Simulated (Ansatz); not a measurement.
**Screening in BaTiO3 (R3m)**

Aim: the electronic dielectric constant of BaTiO3 (R3m) by perturbation theory, a sum over states and the RPA step of G0W0.

Method: linear response on LDA, plane waves, PAW, in Ansatz 0.2.0.

Report form: the programs' logs are mostly left out.

## 1. Starting point

The structure is trigonal, space group R3m (No. 160). The conventional cell has a = 5.655 Å, b = 5.655 Å, c = 6.955 Å, α = 90.00°, β = 90.00°, γ = 120.00°. Nearest to Ba lie 12 O at 2.79 to 2.89 Å. Ti has 6 O at 1.87 to 2.14 Å nearest. O has 2 Ti at 1.87 to 2.14 Å and 4 Ba at 2.79 to 2.89 Å nearest. Farther neighbours and most contacts between anions are not listed.

The cell and positions come from the Crystallography Open Database and are kept as given unless a step says otherwise. Spin-orbit coupling is left out unless a step names it. The default PAW set here is soft_1. Its files were made with PBE; for other functionals the partial waves and projectors stay those of PBE.

## 2. Response to a homogeneous field

ε∞ sets how strongly the crystal screens. Perturbation theory gives it with local fields and without a sum over empty bands.

This step: dielectric response by perturbation theory, LDA, plane waves, PAW.

File input.yaml:

```yaml
crystal:
  lattice:
    - [2.8273666084, 1.6323808724, 2.3183934932]
    - [-2.8273666084, 1.6323808724, 2.3183934932]
    - [0.0, -3.2647617449, 2.3183934932]
  atoms:
    - { symbol: Ba, position: [0.0, 0.0, 0.0] }
    - { symbol: Ti, position: [0.4845, 0.4845, 0.4845] }
    - { symbol: O, position: [0.5086, 0.5086, 0.0175] }
    - { symbol: O, position: [0.0175, 0.5086, 0.5086] }
    - { symbol: O, position: [0.5086, 0.0175, 0.5086] }
kpoints:
  mp_grid: { grid: [6, 6, 6] }
hamiltonian:
  xc: lda
  pseudopotentials: { kind: paw, azcp: { folder: "./paw" } }
scf:
  occupations: { method: fixed }
dielectric: {}
```

Run with:

```bash
> ansatz run input.yaml --threads 3 --pin off --max-ram 92160MiB --backend cuda --events-out ev --progress --plain --runs-dir out --devices 1 --max-vram 13GiB
```

It took 54 s on 1 × NVIDIA H100 80GB HBM3 (shared by 6 runs) with 3 threads of AMD EPYC 7R13 (Zen 3), shared host; peak memory 1.4 GiB; 59 s of CPU time.

Numbers from this step:

* stated error of ε∞: 0.016

One over ε∞ averages 0.17, somewhat under the quarter of exact exchange in PBE0.

High-frequency dielectric tensor:

```
6.06 0.00 0.00
0.00 6.06 0.00
0.00 0.00 5.56
```

Born effective charge (e), principal values of the symmetric part by kind of site:

| atom | atoms with these values | low | middle | high | mean |
| --- | --- | --- | --- | --- | --- |
| Ba1 | 1 | 2.75 | 2.80 | 2.80 | 2.78 |
| Ti2 | 1 | 5.48 | 6.49 | 6.49 | 6.15 |
| O3 | 3 | -5.00 | -1.97 | -1.97 | -2.98 |

In full for Ti2:

```
6.49 0.00 0.00
0.00 6.49 0.00
0.00 0.00 5.48
```

## 3. Independent-particle spectrum

The independent-particle spectrum shows where the oscillator strength lies, before excitons and local fields.

This step: independent-particle optics on LDA, plane waves, PAW.

input.yaml: that of step 2 with these lines changed.

```diff
@@ -18,2 +18,4 @@
   occupations: { method: fixed }
-dielectric: {}
+  n_extra_bands: 44
+output:
+  optics: { e_range: [0, 25], de: 0.1, sigma: 0.2 }
```

Wall time 64 s (1 × NVIDIA H100 80GB HBM3 (shared by 6 runs) with 3 threads); peak memory 1.5 GiB.

Numbers from this step:

```yaml
eps_infinity_without_local_fields_xx_yy_zz: 6.455, 6.455, 6.022
electrons_in_the_f_sum_xx_yy_zz: 27.88, 27.88, 27.85
bands_in_the_explicit_sum_the_static_value_is_completed_to_all_bands: 64
```

The sum gives ε∞ = 6.45 and 6.02 without local fields.

The ε₂ has structure finer than the step of the table below, so its rows give means over 1 eV, whole bins alone (the curve runs from 0 to 25 eV). Peaks (eV: height): xx=yy 4.4: 10.7, 8.7: 5.49, 18.8: 4.73; zz 4.4: 8.41, 7.0: 5.08, 8.8: 5.44, 18.8: 4.87.

Independent particles, no local fields, Gaussian width 0.2 eV. The ε₂ by photon energy; means over each step:

| photon energy (eV) | xx=yy | zz |
| --- | --- | --- |
| 1 | 0 | 0 |
| 2 | 0.00458 | 0.00203 |
| 3 | 2.38 | 1.77 |
| 4 | 8.14 | 6.33 |
| 5 | 4.98 | 4.66 |
| 6 | 3.34 | 3.42 |
| 7 | 4.55 | 4.73 |
| 8 | 4.65 | 4.41 |
| 9 | 5.03 | 4.91 |
| 10 | 4.25 | 4.47 |
| 11 | 3.67 | 3.59 |
| 12 | 2.47 | 2.45 |
| 13 | 1.23 | 1.27 |
| 14 | 0.824 | 0.832 |
| 15 | 0.889 | 0.922 |
| 16 | 1.31 | 1.32 |
| 17 | 2.39 | 2.41 |
| 18 | 3.72 | 3.79 |
| 19 | 4.15 | 4.20 |
| 20 | 2.06 | 2.08 |
| 21 | 1.86 | 1.93 |
| 22 | 1.26 | 1.23 |
| 23 | 0.999 | 0.966 |
| 24 | 0.587 | 0.581 |

Independent particles, no local fields, Gaussian width 0.2 eV. Loss function against photon energy; read off at these points:

| photon energy (eV) | xx=yy | zz |
| --- | --- | --- |
| 2.00 | 0 | 0 |
| 2.50 | 8.3e-4 | 4.8e-4 |
| 3.00 | 0.0196 | 0.0193 |
| 3.50 | 0.0414 | 0.0402 |
| 4.00 | 0.0555 | 0.0580 |
| 4.50 | 0.0948 | 0.109 |
| 5.00 | 0.252 | 0.162 |
| 5.50 | 0.170 | 0.153 |
| 6.00 | 0.148 | 0.132 |
| 6.50 | 0.111 | 0.104 |
| 7.00 | 0.137 | 0.131 |
| 7.50 | 0.157 | 0.158 |
| 8.00 | 0.158 | 0.171 |
| 8.50 | 0.153 | 0.150 |
| 9.00 | 0.183 | 0.183 |
| 9.50 | 0.229 | 0.219 |
| 10.00 | 0.231 | 0.208 |
| 10.50 | 0.223 | 0.217 |
| 11.00 | 0.267 | 0.273 |
| 11.50 | 0.314 | 0.332 |
| 12.00 | 0.337 | 0.367 |
| 12.50 | 0.571 | 0.567 |
| 13.00 | 0.850 | 0.834 |
| 13.50 | 0.799 | 0.776 |
| 14.00 | 0.952 | 0.872 |
| 14.10 | 0.989 | 0.889 |
| 14.50 | 0.315 | 0.284 |
| 15.00 | 0.219 | 0.209 |
| 15.50 | 0.291 | 0.293 |
| 16.00 | 0.234 | 0.221 |
| 16.50 | 0.178 | 0.174 |
| 17.00 | 0.200 | 0.201 |
| 17.50 | 0.221 | 0.208 |
| 18.00 | 0.194 | 0.194 |
| 18.50 | 0.211 | 0.210 |
| 19.00 | 0.213 | 0.209 |
| 19.50 | 0.283 | 0.283 |
| 20.00 | 0.392 | 0.385 |
| 20.50 | 0.506 | 0.513 |
| 21.00 | 0.455 | 0.441 |
| 21.50 | 0.480 | 0.445 |
| 22.00 | 0.569 | 0.531 |
| 22.50 | 0.724 | 0.751 |
| 23.00 | 0.694 | 0.718 |
| 23.50 | 0.773 | 0.806 |
| 24.00 | 1.16 | 1.15 |
| 24.50 | 1.46 | 1.52 |
| 25.00 | 1.88 | 2.07 |

Independent particles, no local fields, Gaussian width 0.2 eV. The ε₁ by photon energy:

| photon energy (eV) | xx=yy | zz |
| --- | --- | --- |
| 0 | 6.40 | 5.96 |
| 1 | 6.60 | 6.13 |
| 2 | 7.44 | 6.82 |
| 3 | 10.6 | 9.34 |
| 4 | 8.97 | 8.35 |
| 5 | 1.36 | 3.03 |
| 6 | 3.37 | 3.76 |
| 7 | 3.45 | 3.59 |
| 8 | 2.93 | 2.74 |
| 9 | 1.09 | 1.24 |
| 10 | 0.782 | 1.05 |
| 11 | -0.178 | -0.366 |
| 12 | -0.924 | -0.707 |
| 13 | -0.0759 | -0.0471 |
| 14 | 0.389 | 0.478 |
| 15 | 1.79 | 1.87 |
| 16 | 1.94 | 2.03 |
| 17 | 2.50 | 2.48 |
| 18 | 2.29 | 2.20 |
| 19 | -0.775 | -0.830 |
| 20 | -1.11 | -1.14 |
| 21 | -0.673 | -0.659 |
| 22 | -0.804 | -0.918 |
| 23 | -0.628 | -0.619 |
| 24 | -0.404 | -0.413 |
| 25 | -0.212 | -0.175 |

## 4. RPA screening from the G0W0 run

Now the one-shot GW correction: screening in the RPA, then the self-energy of the levels asked for.

This step: G0W0 on LDA, plane waves, PAW.

input.yaml, the sections that differ from step 3:

```yaml
kpoints:
  mp_grid: { grid: [4, 4, 4] }
scf:
  occupations: { method: fixed }
gw:
  n_empty_bands: 508
  ecut_chi: 230.0
  qp_bands: [v2, c2]
  qp_kpoints: band_edges
  screening: { model: contour_deformation }
# crystal, hamiltonian: as in step 3
# output: removed
```

It took 32 s on 1 × NVIDIA H100 80GB HBM3 (shared by 6 runs) with 3 threads; peak memory 1.7 GiB; 21 s of CPU time.

Numbers from this step:

| Quantity | Value |
| --- | --- |
| bands summed | 528 |
| RPA ε∞ on this mesh (eigenvalues) | 5.378, 5.846, 5.846 |
| plane waves in the screening matrix | 485 |
| G0W0 gap on the mesh | 4.139 eV |
| k of the valence top | -0.5, -0.5, -0.5 |
| k of the conduction bottom | 0, 0, 0 |
| starting gap on the mesh | 2.354 eV |
| least direct G0W0 gap on the computed points | 4.458 eV |

The gap on the mesh goes from 2.35 eV to 4.14 eV, a correction of +1.78 eV. Between the two edge states, bare exchange in place of the xc potential would open the gap by 12.50 eV, and correlation takes back 10.72 eV.

Mean over the mesh in bins of 0.25 1/Å. Static inverse dielectric function, diagonal against length of q+G:

| length of q+G (Å⁻¹) | static inverse dielectric function, diagonal |
| --- | --- |
| 0.50 | 0.227 |
| 0.72 | 0.275 |
| 1.25 | 0.402 |
| 1.52 | 0.469 |
| 2.03 | 0.586 |
| 2.26 | 0.634 |
| 2.49 | 0.679 |
| 2.99 | 0.758 |
| 3.25 | 0.790 |
| 3.50 | 0.816 |
| 4.00 | 0.859 |
| 4.26 | 0.876 |
| 4.77 | 0.906 |
| 5.02 | 0.918 |
| 5.26 | 0.929 |
| 5.74 | 0.947 |
| 6.00 | 0.954 |
| 6.25 | 0.961 |
| 6.75 | 0.972 |
| 7.01 | 0.976 |
| 7.51 | 0.983 |
| 7.70 | 0.985 |

## 5. The values together

Times are wall times on 1 × NVIDIA H100 80GB HBM3 (shared by 6 runs) with 3 threads of AMD EPYC 7R13 (Zen 3), shared host, good to a factor of about two.

| method | mesh | ε∞, low | middle | high | mean | time |
| --- | --- | --- | --- | --- | --- | --- |
| perturbation theory (local fields and xc kernel) | 6×6×6 (response on 216 points) | 5.56 | 6.06 | 6.06 | 5.89 | 54 s |
| sum over states (no local fields) | 6×6×6 | 6.02 | 6.45 | 6.45 | 6.31 | 64 s |
| RPA with local fields, on the GW mesh | 4×4×4 | 5.38 | 5.85 | 5.85 | 5.69 | 32 s |

## 6. Outcome

| Item | Value |
| --- | --- |
| perturbation theory (local fields and xc kernel) | 5.56, 6.06, 6.06 |
| sum over states (no local fields) | 6.02, 6.45, 6.45 |
| RPA with local fields, on the GW mesh | 5.38, 5.85, 5.85 |

Mean Born effective charge: Ba1 2.78, Ti2 6.15, O3 -2.98 e. The most distinct maxima of the ε₂ (xx=yy) lie at 4.4, 8.7 and 18.8 eV, the highest at 4.4 eV. The loss function (xx=yy) has a distinct peak at 14.1 eV. The sum without local fields gives 6.31 in the mean against 5.89 by perturbation theory; local fields lower ε∞ and the xc kernel gives part of it back, though the sum also carries the error of its own mesh. The RPA values on the 4×4×4 mesh average 0.97 times those of perturbation theory (means 5.69 and 5.89). Without the xc kernel RPA should lie a little lower, as the mean does. LDA usually puts the gap too low, which tends to raise ε∞. Ions are clamped, so the lattice part of the static constant is not in these numbers.

[Paths, hosts, dates, memory and timing lines, banners, echoed tables and standing remarks are left out of the program output.]

[Logs are printed without paths, hosts, clocks, repeated set-up lines and the standing remarks that a program may print on its own settings, such as how far it seeks lower states.]

[Runs of the session that timed out or met a known fault of the program may be left out.]

[Cells called generated may have been cut or substituted from an entry of the Crystallography Open Database or the Materials Project.]

[Hosts, paths, dates, database ids (printed as entryN), source tags and the programs' standing remarks are cut or masked in the printed files.]
